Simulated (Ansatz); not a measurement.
## Quasi-harmonic thermodynamics of BeGe (hypothetical, P4/mmm): finding the static equilibrium

Ansatz 0.2.0; DFT PBEsol, scalar-relativistic, plane waves, PAW.

The structure is tetragonal, space group P4/mmm (No. 123). Conventional cell: a = 2.759 Å, b = 2.759 Å, c = 3.478 Å, α = 90.00°, β = 90.00°, γ = 90.00°. Be has 8 Ge at 2.61 Å nearest. Ge has 8 Be at 2.61 Å and 4 Ge at 2.76 Å nearest. Farther neighbours are not listed.

Relaxation path:

```
step  energy less that of the first step (eV)  largest force component (eV/Å)  pressure (GPa)  volume (Å³)
   1                                   0.0000                          0.0000            0.40        26.49
   2                                  -0.0001                          0.0000           -0.06        26.62
   3                                  -0.0001                          0.0000            0.00        26.60
  4*                                  -0.0001                          0.0000            0.00        26.60
```

Relaxation steps marked * repeat the geometry before them on a plane-wave basis chosen anew for their cell, so energy and pressure can jump there.

Forces are held to the 16 operations that the run works with; a distortion that breaks them can't arise in this run.

```
conventional cell, symmetrised  before  after  change
                         a (Å)   2.759  2.764  +0.2 %
                         b (Å)   2.759  2.764  +0.2 %
                         c (Å)   3.478  3.483  +0.1 %
              volume (Å³/atom)   13.24  13.30  +0.4 %
```

Final coordinates:

```
Be Ge
1.0
     2.76363    0.00000    0.00000
     0.00000    2.76363    0.00000
     0.00000    0.00000    3.48287
Be Ge
1 1
Direct
  0.00000 0.00000 0.00000
  0.50000 0.50000 0.50000
```

This step gave:

* pressure: -7.03e-4 GPa
* volume per atom: 13.30 Å³

Valence density in the ac plane at fractional y = 0.000, with atoms of Be within 0.2 Å of it. It is the smooth field of the valence electrons, not physical close to the nuclei.

Ten even steps from '_' (0.04 e/Å³) to '@' (0.31 e/Å³):
```
..::==++++==========++++==::
--==++++++++======++++++++==
++++++++++++++==++++++++++++
++++++++++++++++++++++++++++
==++++++++**********++++++++
======++++****##****++++====
----====++**######**++====--
------==++##%%@@%%##++==----
------==**##%%@@%%##**==----
------==++##%%@@%%##++==----
----====++**######**++====--
======++++****##****++++====
==++++++++**********++++++++
++++++++++++++++++++++++++++
++++++++++++++==++++++++++++
--==++++++++======++++++++==
..::==++++==========++++==::
__..--++++==========++++--..
```
Columns run along a (2.8 Å), rows up along c (3.5 Å). Atoms in or near the plane, at fractional coordinates: Be at (0.00, 0.00).

Electrostatic potential energy in the ac plane at fractional y = 0.000, with atoms of Be within 0.2 Å of it. With pseudopotentials it is smooth inside the atoms' cores, unlike the true potential.

Values in eV, 17 rows by 14 columns, each cell a mean:
```
-36 -36 -25  -9   4   8  11  11  11   8   4  -9 -25 -36
-27 -24 -14  -2   6   9  11  12  11   9   6  -2 -14 -24
-11  -8  -2   4   8  10  11  12  11  10   8   4  -2  -8
  3   4   6   8  10  11  11  12  11  11  10   8   6   4
  8   8   9  10  11  11  11  11  11  11  11  10   9   8
 11  11  11  11  11  11  10  10  10  11  11  11  11  11
 12  12  12  11  11  10  10   9  10  10  11  11  12  12
 12  12  12  11  11  10   9   9   9  10  11  11  12  12
 12  12  12  11  11  10   9   9   9  10  11  11  12  12
 12  12  12  11  11  10  10   9  10  10  11  11  12  12
 11  11  11  11  11  11  10  10  10  11  11  11  11  11
  8   9   9  10  11  11  11  11  11  11  11  10   9   9
  3   4   6   8  10  11  11  12  11  11  10   8   6   4
-10  -7  -1   5   8  10  11  12  11  10   8   5  -1  -7
-26 -23 -14  -1   6   9  11  12  11   9   6  -1 -14 -23
-36 -35 -24  -9   4   8  11  11  11   8   4  -9 -24 -35
-37 -37 -28 -12   2   8  11  11  11   8   2 -12 -28 -37
```
Columns run along a (2.8 Å; values clipped at the 3rd and 97th percentile), rows up along c (3.5 Å). Atoms in or near the plane, at fractional coordinates: Be at (0.00, 0.00).

ELF in the ac plane at fractional y = 0.000, with atoms of Be within 0.2 Å of it. It is the smooth field of the valence electrons, not physical close to the nuclei.

Ten even steps from '0' (0.00) to '9' (0.50):
```
00048988898400
00379988899730
34699998999964
67899988899987
77888888888887
56677788877766
44556777776554
33456777776543
23346677766433
33456777776543
44556777776554
56677788877766
77888888888887
67899988899987
34699998999964
00379988899730
00048988898400
00037888887300
```
Columns run along a (2.8 Å), rows up along c (3.5 Å). Atoms in or near the plane, at fractional coordinates: Be at (0.00, 0.00).

What was run to get this?

The system, level and task follow from the heading and the kind of results. Meshes, cutoffs and thresholds can't be read from the results; these are the ones that the run used.

input.yaml reads:

```yaml
crystal:
  lattice:
    - [2.7594808993, 0.0, 0.0]
    - [0.0, 2.7594808993, 0.0]
    - [0.0, 0.0, 3.4781723327]
  atoms:
    - { symbol: Be, position: [0.0, 0.0, 0.0] }
    - { symbol: Ge, position: [0.5, 0.5, 0.5] }
kpoints:
  mp_grid: { grid: [16, 16, 12] }
hamiltonian:
  xc: pbesol
scf:
  occupations: { method: gaussian, width: 0.1 }
output:
  forces: true
  stress: true
  eigenvalues: true
  write_density: true
  write_potential: true
  elf: true
  volumetric_format: npy
relax:
  adjacent_minimum: "off"
  f_tol: 0.005
  max_steps: 80
  cell: { stress_tol: 0.05 }
```

Started as:

```bash
ansatz run input.yaml --threads 4 --pin off --max-ram 8192MiB --backend cpu --events-out ev --progress --plain --runs-dir out
```

[Logs are printed without paths, hosts, clocks, repeated set-up lines and the standing remarks that a program may print on its own settings, such as how far it seeks lower states.]

[Hosts, paths, dates, database ids (printed as entryN), source tags and the programs' standing remarks are cut or masked in the printed files.]

[A step with changed settings may run another functional than the one named; its input shows which.]

[Pressures of single members of a volume series are the stress at the run's cutoff; with an incomplete basis they can lie off −dE/dV of the same runs, and they are not shown converged.]
